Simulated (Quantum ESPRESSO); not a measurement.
# How the functional moves the magnetism of MnS, part 2 of 3

How much do the magnetic results of MnS hang on the functional?

Quantum ESPRESSO 7.5; LDA with U = 4 eV on Mn d (ortho-atomic projectors); plane waves with GBRV 1.5 LDA potentials, no spin-orbit coupling (settings of the first rung).

So far, largest spin moment in the atom's sphere (μB): step 2 (rung 1, start ferro +, LDA GBRV, Quantum ESPRESSO) 4.47; step 3 (rung 1, start antiferro q=(0,1/2,1/2) +-, LDA GBRV, Quantum ESPRESSO) 4.44; step 4 (rung 2, start ferro +, PBEsol GBRV, Quantum ESPRESSO) 4.50; step 5 (rung 2, start antiferro q=(0,1/2,1/2) +-, PBEsol GBRV, Quantum ESPRESSO) 4.48.

The database entry behind the starting cell differs from other determinations of this structure, so it need not match the best structure at room temperature.

### Step 6. Rung 3, start ferro +

Level of this step: PBE with U = 4 eV on Mn d (ortho-atomic projectors); plane waves with GBRV 1.5 PBE potentials, no spin-orbit coupling (Quantum ESPRESSO).

pw.in

```
&CONTROL
  calculation = 'scf'
  prefix = 'pwscf'
  outdir = './tmp'
  pseudo_dir = './pseudo'
  disk_io = 'nowf'
  tprnfor = .true.
  tstress = .true.
/
&SYSTEM
  ibrav = 0
  nat = 2
  ntyp = 2
  ecutwfc = 40
  ecutrho = 280
  nbnd = 19
  occupations = 'smearing'
  smearing = 'fd'
  degauss = 0.00367493
  nspin = 2
  starting_magnetization(1) = 0.3
  starting_magnetization(2) = 0
/
&ELECTRONS
  conv_thr = 4d-09
  electron_maxstep = 150
  mixing_beta = 0.3
/
ATOMIC_SPECIES
Mn     54.9380 mn_pbe_v1.5.uspp.F.UPF
S      32.0600 s_pbe_v1.4.uspp.F.UPF
CELL_PARAMETERS bohr
   0.0000000000    4.9217916916    4.9217916916
   4.9217916916    0.0000000000    4.9217916916
   4.9217916916    4.9217916916    0.0000000000
ATOMIC_POSITIONS crystal
Mn      0.0000000000    0.0000000000    0.0000000000
S       0.5000000000    0.5000000000    0.5000000000
K_POINTS automatic
8 8 8 0 0 0
HUBBARD {ortho-atomic}
U Mn-3d 4.0000
```

On the command line:

```
$ OMP_NUM_THREADS=1 mpirun -n 2 pw.x -nk 2 -in pw.in > pw.out
```

The program printed:

```text
     [... lines left out ...]
Program PWSCF v.7.5 starts
     [... lines left out ...]
     number of atoms/cell      =            2
     [... lines left out ...]
     number of electrons       =        21.00
     number of Kohn-Sham states=           19
     kinetic-energy cutoff     =      40.0000  Ry
     charge density cutoff     =     280.0000  Ry
     scf convergence threshold =      4.0E-09
     [... lines left out ...]
     48 Sym. Ops., with inversion, found
     [... lines left out ...]
     number of k points=    29  Fermi-Dirac smearing, width (Ry)=  0.0037
     [... lines left out ...]
     iteration # 10     ecut=    40.00 Ry     beta= 0.30
     [... lines left out ...]
     Magnetic moment per site  (integrated on atomic sphere of radius R)
     atom   1 (R=0.292)  charge= 13.1411  magn=  4.5074
     atom   2 (R=0.292)  charge=  4.7245  magn=  0.1147
     [... lines left out ...]
     Tr[ns(  1)] (up, down, total) =   4.97214  0.26130  5.23344
     [... lines left out ...]
     the Fermi energy is    10.6083 ev
!    total energy              =    -235.32592877 Ry
     estimated scf accuracy    <          2.7E-09 Ry
     smearing contrib. (-TS)   =      -0.00000015 Ry
     [... lines left out ...]
     total magnetization       =     5.00 Bohr mag/cell
     absolute magnetization    =     5.00 Bohr mag/cell
     convergence has been achieved in  10 iterations
     [... lines left out ...]
     Total force =     0.000000     Total SCF correction =     0.000000
     [... lines left out ...]
          total   stress  (Ry/bohr**3)                   (kbar)     P=       49.54
     [... lines left out ...]
```

It took 9.7 s on 2 MPI ranks of Intel Xeon 6975P-C (Granite Rapids), shared host; peak memory 0.22 GiB; 19 s of CPU time.

This step gave:

```
magnetization  : 5 μB
final state    : ferromagnetic
largest moment : 4.507 μB
```

### Step 7. Rung 3, start antiferro q=(0,1/2,1/2) +-

pw.in

```
&CONTROL
  calculation = 'scf'
  prefix = 'pwscf'
  outdir = './tmp'
  pseudo_dir = './pseudo'
  disk_io = 'nowf'
  tprnfor = .true.
  tstress = .true.
/
&SYSTEM
  ibrav = 0
  nat = 4
  ntyp = 3
  ecutwfc = 40
  ecutrho = 280
  nbnd = 30
  occupations = 'smearing'
  smearing = 'fd'
  degauss = 0.00367493
  nspin = 2
  starting_magnetization(1) = 0.3
  starting_magnetization(2) = -0.3
  starting_magnetization(3) = 0
/
&ELECTRONS
  conv_thr = 8d-09
  electron_maxstep = 150
  mixing_beta = 0.3
/
ATOMIC_SPECIES
Mn1    54.9380 mn_pbe_v1.5.uspp.F.UPF
Mn2    54.9380 mn_pbe_v1.5.uspp.F.UPF
S      32.0600 s_pbe_v1.4.uspp.F.UPF
CELL_PARAMETERS bohr
   0.0000000000    4.9217916916    4.9217916916
   9.8435833832    0.0000000000    9.8435833832
   9.8435833832    4.9217916916    4.9217916916
ATOMIC_POSITIONS crystal
Mn1     0.0000000000    0.0000000000    0.0000000000
Mn2     0.0000000000    0.5000000000    0.0000000000
S       0.5000000000    0.0000000000    0.5000000000
S       0.5000000000    0.5000000000    0.5000000000
K_POINTS automatic
8 4 8 0 0 0
HUBBARD {ortho-atomic}
U Mn1-3d 4.0000
U Mn2-3d 4.0000
```

The program printed:

```text
     [... lines left out ...]
Program PWSCF v.7.5 starts
     [... lines left out ...]
     number of atoms/cell      =            4
     [... lines left out ...]
     number of electrons       =        42.00
     number of Kohn-Sham states=           30
     kinetic-energy cutoff     =      40.0000  Ry
     charge density cutoff     =     280.0000  Ry
     scf convergence threshold =      8.0E-09
     [... lines left out ...]
     16 Sym. Ops., with inversion, found
     [... lines left out ...]
     number of k points=    39  Fermi-Dirac smearing, width (Ry)=  0.0037
     [... lines left out ...]
     iteration # 12     ecut=    40.00 Ry     beta= 0.30
     [... lines left out ...]
     Magnetic moment per site  (integrated on atomic sphere of radius R)
     atom   1 (R=0.292)  charge= 13.1396  magn=  4.4845
     atom   2 (R=0.292)  charge= 13.1396  magn= -4.4846
     atom   3 (R=0.292)  charge=  4.7228  magn= -0.0366
     atom   4 (R=0.292)  charge=  4.7228  magn=  0.0366
     [... lines left out ...]
     Tr[ns(  1)] (up, down, total) =   4.96831  0.26974  5.23805
     [... lines left out ...]
     Tr[ns(  2)] (up, down, total) =   0.26975  4.96831  5.23805
     [... lines left out ...]
     the Fermi energy is    10.5856 ev
!    total energy              =    -470.65501804 Ry
     estimated scf accuracy    <          3.7E-10 Ry
     smearing contrib. (-TS)   =      -0.00000021 Ry
     [... lines left out ...]
     total magnetization       =     0.00 Bohr mag/cell
     absolute magnetization    =     9.72 Bohr mag/cell
     convergence has been achieved in  12 iterations
     [... lines left out ...]
     Total force =     0.000000     Total SCF correction =     0.000000
     [... lines left out ...]
          total   stress  (Ry/bohr**3)                   (kbar)     P=       42.41
     [... lines left out ...]
```

Elapsed: 64 s, on 2 MPI ranks; peak memory 0.41 GiB; 2.1 min of CPU time.

This step gave:

| Quantity | Value |
| --- | --- |
| magnetization | 0 μB |
| final state | antiferromagnetic |
| largest moment | 4.485 μB |

### Step 8. Rung 4, start ferro +

pw.in

```
&CONTROL
  calculation = 'scf'
  prefix = 'pwscf'
  outdir = './tmp'
  pseudo_dir = './pseudo'
  disk_io = 'nowf'
  tprnfor = .true.
  tstress = .true.
/
&SYSTEM
  ibrav = 0
  nat = 2
  ntyp = 2
  ecutwfc = 40
  ecutrho = 280
  nbnd = 19
  input_dft = 'wc'
  occupations = 'smearing'
  smearing = 'fd'
  degauss = 0.00367493
  nspin = 2
  starting_magnetization(1) = 0.3
  starting_magnetization(2) = 0
/
&ELECTRONS
  conv_thr = 4d-09
  electron_maxstep = 150
  mixing_beta = 0.3
/
ATOMIC_SPECIES
Mn     54.9380 mn_pbe_v1.5.uspp.F.UPF
S      32.0600 s_pbe_v1.4.uspp.F.UPF
CELL_PARAMETERS bohr
   0.0000000000    4.9217916916    4.9217916916
   4.9217916916    0.0000000000    4.9217916916
   4.9217916916    4.9217916916    0.0000000000
ATOMIC_POSITIONS crystal
Mn      0.0000000000    0.0000000000    0.0000000000
S       0.5000000000    0.5000000000    0.5000000000
K_POINTS automatic
8 8 8 0 0 0
HUBBARD {ortho-atomic}
U Mn-3d 4.0000
```

The program printed:

```text
     [... lines left out ...]
Program PWSCF v.7.5 starts
     [... lines left out ...]
     number of atoms/cell      =            2
     [... lines left out ...]
     number of electrons       =        21.00
     number of Kohn-Sham states=           19
     kinetic-energy cutoff     =      40.0000  Ry
     charge density cutoff     =     280.0000  Ry
     scf convergence threshold =      4.0E-09
     [... lines left out ...]
     48 Sym. Ops., with inversion, found
     [... lines left out ...]
     number of k points=    29  Fermi-Dirac smearing, width (Ry)=  0.0037
     [... lines left out ...]
     iteration # 10     ecut=    40.00 Ry     beta= 0.30
     [... lines left out ...]
     Magnetic moment per site  (integrated on atomic sphere of radius R)
     atom   1 (R=0.292)  charge= 13.1410  magn=  4.5034
     atom   2 (R=0.292)  charge=  4.6999  magn=  0.1095
     [... lines left out ...]
     Tr[ns(  1)] (up, down, total) =   4.97043  0.26278  5.23321
     [... lines left out ...]
     the Fermi energy is    10.4571 ev
!    total energy              =    -235.14300009 Ry
     estimated scf accuracy    <          1.1E-09 Ry
     smearing contrib. (-TS)   =      -0.00000054 Ry
     [... lines left out ...]
     total magnetization       =     5.00 Bohr mag/cell
     absolute magnetization    =     5.00 Bohr mag/cell
     convergence has been achieved in  10 iterations
     [... lines left out ...]
     Total force =     0.000000     Total SCF correction =     0.000000
     [... lines left out ...]
          total   stress  (Ry/bohr**3)                   (kbar)     P=       16.05
     [... lines left out ...]
```

It took 9.5 s on 2 MPI ranks; peak memory 0.22 GiB.

This step gave:

| Item | Value |
| --- | --- |
| magnetization | 5 μB |
| final state | ferromagnetic |
| largest moment | 4.503 μB |

### Step 9. Rung 4, start antiferro q=(0,1/2,1/2) +-

pw.in

```
&CONTROL
  calculation = 'scf'
  prefix = 'pwscf'
  outdir = './tmp'
  pseudo_dir = './pseudo'
  disk_io = 'nowf'
  tprnfor = .true.
  tstress = .true.
/
&SYSTEM
  ibrav = 0
  nat = 4
  ntyp = 3
  ecutwfc = 40
  ecutrho = 280
  nbnd = 30
  input_dft = 'wc'
  occupations = 'smearing'
  smearing = 'fd'
  degauss = 0.00367493
  nspin = 2
  starting_magnetization(1) = 0.3
  starting_magnetization(2) = -0.3
  starting_magnetization(3) = 0
/
&ELECTRONS
  conv_thr = 8d-09
  electron_maxstep = 150
  mixing_beta = 0.3
/
ATOMIC_SPECIES
Mn1    54.9380 mn_pbe_v1.5.uspp.F.UPF
Mn2    54.9380 mn_pbe_v1.5.uspp.F.UPF
S      32.0600 s_pbe_v1.4.uspp.F.UPF
CELL_PARAMETERS bohr
   0.0000000000    4.9217916916    4.9217916916
   9.8435833832    0.0000000000    9.8435833832
   9.8435833832    4.9217916916    4.9217916916
ATOMIC_POSITIONS crystal
Mn1     0.0000000000    0.0000000000    0.0000000000
Mn2     0.0000000000    0.5000000000    0.0000000000
S       0.5000000000    0.0000000000    0.5000000000
S       0.5000000000    0.5000000000    0.5000000000
K_POINTS automatic
8 4 8 0 0 0
HUBBARD {ortho-atomic}
U Mn1-3d 4.0000
U Mn2-3d 4.0000
```

The program printed:

```text
     [... lines left out ...]
Program PWSCF v.7.5 starts
     [... lines left out ...]
     number of atoms/cell      =            4
     [... lines left out ...]
     number of electrons       =        42.00
     number of Kohn-Sham states=           30
     kinetic-energy cutoff     =      40.0000  Ry
     charge density cutoff     =     280.0000  Ry
     scf convergence threshold =      8.0E-09
     [... lines left out ...]
     16 Sym. Ops., with inversion, found
     [... lines left out ...]
     number of k points=    39  Fermi-Dirac smearing, width (Ry)=  0.0037
     [... lines left out ...]
     iteration # 12     ecut=    40.00 Ry     beta= 0.30
     [... lines left out ...]
     Magnetic moment per site  (integrated on atomic sphere of radius R)
     atom   1 (R=0.292)  charge= 13.1395  magn=  4.4802
     atom   2 (R=0.292)  charge= 13.1395  magn= -4.4802
     atom   3 (R=0.292)  charge=  4.6982  magn= -0.0351
     atom   4 (R=0.292)  charge=  4.6983  magn=  0.0351
     [... lines left out ...]
     Tr[ns(  1)] (up, down, total) =   4.96654  0.27114  5.23768
     [... lines left out ...]
     Tr[ns(  2)] (up, down, total) =   0.27114  4.96654  5.23768
     [... lines left out ...]
     the Fermi energy is    10.4271 ev
!    total energy              =    -470.28875428 Ry
     estimated scf accuracy    <          4.3E-09 Ry
     smearing contrib. (-TS)   =      -0.00000083 Ry
     [... lines left out ...]
     total magnetization       =    -0.00 Bohr mag/cell
     absolute magnetization    =     9.73 Bohr mag/cell
     convergence has been achieved in  12 iterations
     [... lines left out ...]
     Total force =     0.000000     Total SCF correction =     0.000000
     [... lines left out ...]
          total   stress  (Ry/bohr**3)                   (kbar)     P=        9.46
     [... lines left out ...]
```

It took 68 s on 2 MPI ranks; peak memory 0.41 GiB; 2.3 min of CPU time.

Numbers from this step:

```
magnetization  : 0 μB
final state    : antiferromagnetic
largest moment : 4.480 μB
```

### Step 10. Rung 5, start ferro +

pw.in

```
&CONTROL
  calculation = 'scf'
  prefix = 'pwscf'
  outdir = './tmp'
  pseudo_dir = './pseudo'
  disk_io = 'nowf'
  tprnfor = .true.
  tstress = .true.
/
&SYSTEM
  ibrav = 0
  nat = 2
  ntyp = 2
  ecutwfc = 40
  ecutrho = 280
  nbnd = 19
  input_dft = 'revpbe'
  occupations = 'smearing'
  smearing = 'fd'
  degauss = 0.00367493
  nspin = 2
  starting_magnetization(1) = 0.3
  starting_magnetization(2) = 0
/
&ELECTRONS
  conv_thr = 4d-09
  electron_maxstep = 150
  mixing_beta = 0.3
/
ATOMIC_SPECIES
Mn     54.9380 mn_pbe_v1.5.uspp.F.UPF
S      32.0600 s_pbe_v1.4.uspp.F.UPF
CELL_PARAMETERS bohr
   0.0000000000    4.9217916916    4.9217916916
   4.9217916916    0.0000000000    4.9217916916
   4.9217916916    4.9217916916    0.0000000000
ATOMIC_POSITIONS crystal
Mn      0.0000000000    0.0000000000    0.0000000000
S       0.5000000000    0.5000000000    0.5000000000
K_POINTS automatic
8 8 8 0 0 0
HUBBARD {ortho-atomic}
U Mn-3d 4.0000
```

The program printed:

```text
     [... lines left out ...]
Program PWSCF v.7.5 starts
     [... lines left out ...]
     number of atoms/cell      =            2
     [... lines left out ...]
     number of electrons       =        21.00
     number of Kohn-Sham states=           19
     kinetic-energy cutoff     =      40.0000  Ry
     charge density cutoff     =     280.0000  Ry
     scf convergence threshold =      4.0E-09
     [... lines left out ...]
     48 Sym. Ops., with inversion, found
     [... lines left out ...]
     number of k points=    29  Fermi-Dirac smearing, width (Ry)=  0.0037
     [... lines left out ...]
     iteration # 11     ecut=    40.00 Ry     beta= 0.30
     [... lines left out ...]
     Magnetic moment per site  (integrated on atomic sphere of radius R)
     atom   1 (R=0.292)  charge= 13.1353  magn=  4.5170
     atom   2 (R=0.292)  charge=  4.7393  magn=  0.1067
     [... lines left out ...]
     Tr[ns(  1)] (up, down, total) =   4.97297  0.25610  5.22907
     [... lines left out ...]
     the Fermi energy is    10.6953 ev
!    total energy              =    -235.39613997 Ry
     estimated scf accuracy    <          2.9E-10 Ry
     smearing contrib. (-TS)   =      -0.00000008 Ry
     [... lines left out ...]
     total magnetization       =     5.00 Bohr mag/cell
     absolute magnetization    =     5.00 Bohr mag/cell
     convergence has been achieved in  11 iterations
     [... lines left out ...]
     Total force =     0.000000     Total SCF correction =     0.000000
     [... lines left out ...]
          total   stress  (Ry/bohr**3)                   (kbar)     P=       69.13
     [... lines left out ...]
```

Wall time 11 s (2 MPI ranks); peak memory 0.22 GiB; 22 s of CPU time.

Numbers from this step:

| Quantity | Value |
| --- | --- |
| magnetization | 5 μB |
| final state | ferromagnetic |
| largest moment | 4.517 μB |

### Step 11. Rung 5, start antiferro q=(0,1/2,1/2) +-

pw.in

```
&CONTROL
  calculation = 'scf'
  prefix = 'pwscf'
  outdir = './tmp'
  pseudo_dir = './pseudo'
  disk_io = 'nowf'
  tprnfor = .true.
  tstress = .true.
/
&SYSTEM
  ibrav = 0
  nat = 4
  ntyp = 3
  ecutwfc = 40
  ecutrho = 280
  nbnd = 30
  input_dft = 'revpbe'
  occupations = 'smearing'
  smearing = 'fd'
  degauss = 0.00367493
  nspin = 2
  starting_magnetization(1) = 0.3
  starting_magnetization(2) = -0.3
  starting_magnetization(3) = 0
/
&ELECTRONS
  conv_thr = 8d-09
  electron_maxstep = 150
  mixing_beta = 0.3
/
ATOMIC_SPECIES
Mn1    54.9380 mn_pbe_v1.5.uspp.F.UPF
Mn2    54.9380 mn_pbe_v1.5.uspp.F.UPF
S      32.0600 s_pbe_v1.4.uspp.F.UPF
CELL_PARAMETERS bohr
   0.0000000000    4.9217916916    4.9217916916
   9.8435833832    0.0000000000    9.8435833832
   9.8435833832    4.9217916916    4.9217916916
ATOMIC_POSITIONS crystal
Mn1     0.0000000000    0.0000000000    0.0000000000
Mn2     0.0000000000    0.5000000000    0.0000000000
S       0.5000000000    0.0000000000    0.5000000000
S       0.5000000000    0.5000000000    0.5000000000
K_POINTS automatic
8 4 8 0 0 0
HUBBARD {ortho-atomic}
U Mn1-3d 4.0000
U Mn2-3d 4.0000
```

The program printed:

```text
     [... lines left out ...]
Program PWSCF v.7.5 starts
     [... lines left out ...]
     number of atoms/cell      =            4
     [... lines left out ...]
     number of electrons       =        42.00
     number of Kohn-Sham states=           30
     kinetic-energy cutoff     =      40.0000  Ry
     charge density cutoff     =     280.0000  Ry
     scf convergence threshold =      8.0E-09
     [... lines left out ...]
     16 Sym. Ops., with inversion, found
     [... lines left out ...]
     number of k points=    39  Fermi-Dirac smearing, width (Ry)=  0.0037
     [... lines left out ...]
     iteration # 12     ecut=    40.00 Ry     beta= 0.30
     [... lines left out ...]
     Magnetic moment per site  (integrated on atomic sphere of radius R)
     atom   1 (R=0.292)  charge= 13.1337  magn=  4.4953
     atom   2 (R=0.292)  charge= 13.1337  magn= -4.4953
     atom   3 (R=0.292)  charge=  4.7377  magn= -0.0341
     atom   4 (R=0.292)  charge=  4.7378  magn=  0.0341
     [... lines left out ...]
     Tr[ns(  1)] (up, down, total) =   4.96938  0.26405  5.23343
     [... lines left out ...]
     Tr[ns(  2)] (up, down, total) =   0.26406  4.96938  5.23343
     [... lines left out ...]
     the Fermi energy is    10.6675 ev
!    total energy              =    -470.79528595 Ry
     estimated scf accuracy    <          7.8E-10 Ry
     smearing contrib. (-TS)   =      -0.00000012 Ry
     [... lines left out ...]
     total magnetization       =     0.00 Bohr mag/cell
     absolute magnetization    =     9.74 Bohr mag/cell
     convergence has been achieved in  12 iterations
     [... lines left out ...]
     Total force =     0.000000     Total SCF correction =     0.000000
     [... lines left out ...]
          total   stress  (Ry/bohr**3)                   (kbar)     P=       62.66
     [... lines left out ...]
```

Elapsed: 66 s, on 2 MPI ranks; peak memory 0.41 GiB; 2.2 min of CPU time.

Numbers from this step:

```
magnetization  : 0 μB
final state    : antiferromagnetic
largest moment : 4.495 μB
```

(Part 2 of 3 ends here.)

[Long decimals in the printed logs are rounded to 6 places.]

[Logs and program files are shortened in this print: banners, set-up blocks, solver, clock and traceback lines can be left out without a mark of their own.]

[Logs are printed without paths, hosts, clocks, repeated set-up lines and the standing remarks that a program may print on its own settings, such as how far it seeks lower states.]

[Hosts, paths, dates, database ids (printed as entryN), source tags and the programs' standing remarks are cut or masked in the printed files.]

[Where the starting crystal was built by hand or by swapping elements, it need not be the compound's stable phase.]

[Where a cell is said to come from a database of computed structures, the database is the Materials Project.]

[Lattice constants that a cell's source calls measured were typed from memory.]
